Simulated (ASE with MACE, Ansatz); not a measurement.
# Binding curve of W(100) on TaN(100), film 14.3 Å thick (88 atoms)

The cell holds 88 atoms: 24 N, 24 Ta and 40 W. Its edges and angles: a = 4.420 Å, b = 8.840 Å, c = 41.532 Å, α = 90.0°, β = 90.0°, γ = 90.0°. It derives from TaN and W (TaN). The starting structure: W(100) slab, 5 repeats (14.3 Å between outer planes), strained in the plane by up to 1.9 % to a cell of 39 Å^2 of TaN(100) (3 repeats); 14 Å of vacuum, lowest layers held; starting gap 2.15 Å. Of 2 lateral registries the lowest after a short relaxation was kept. Relaxed with the MACE-MP-0b2 potential. Lattice constants are starting values near those of PBE. Regions: TaN, 48 atoms (24 N and 24 Ta); W, 40 atoms (40 W). Vacuum lies along c.

Calculated with Ansatz 0.2.0: Kohn-Sham DFT, PBE, PAW (set soft_2), plane waves; cutoff 420 eV, k-mesh 5×2×1, fermi-dirac smearing of 0.1 eV. The upper part (W) is moved rigidly along the normal by z from its relaxed place. Energies are the whole cell less its two frozen parts, over the face of 39.07 Å².

| shift z (Å) | interaction energy (meV/Å²) |
| --- | --- |
| -0.4 | -222.0 |
| -0.2 | -413.5 |
| +0.0 | -457.7 |
| +0.3 | -407.5 |
| +0.6 | -326.1 |
| +1.0 | -234.7 |
| +1.6 | ? |
| +2.4 | -53.48 |
| +3.5 | -11.68 |

Task: Fit the universal binding curve to the rows given and interpolate to the withheld row.

**Working.**

The universal binding curve is E(z) = −D (1 + z/l) exp(−z/l), whose curvature at z = 0 is D/l². The depth is D = 457.7 meV/Å². A parabola through the rows at −0.2, 0 and +0.3 Å has the curvature 2 {[E(0.3) − E(0)]/0.3 + [E(−0.2) − E(0)]/0.2} / 0.5 = 1554 meV/Å⁴, so l = √(D / curvature) = 0.543 Å. At z = 1.6 Å, z/l = 2.948.

Prediction at +1.6: -94.78 meV/Å². The run gave -132.0 meV/Å², so the fit is high by 37 meV/Å² (28 % of the value).

The curve's steepest slope, D/(e l) at z = l, is 49.7 GPa, an estimate of the stress that rigid separation needs. Among the rows given, the largest miss of the fit is at -0.4, by 30 meV/Å² (6.6 % of the range of the table).

Limits: The parts are rigid, and they also feel their periodic images through the vacuum. The functional has no dispersion term. The mesh is coarse for these cells.

[Hosts, paths, dates, database ids (printed as entryN), source tags and the programs' standing remarks are cut or masked in the printed files.]
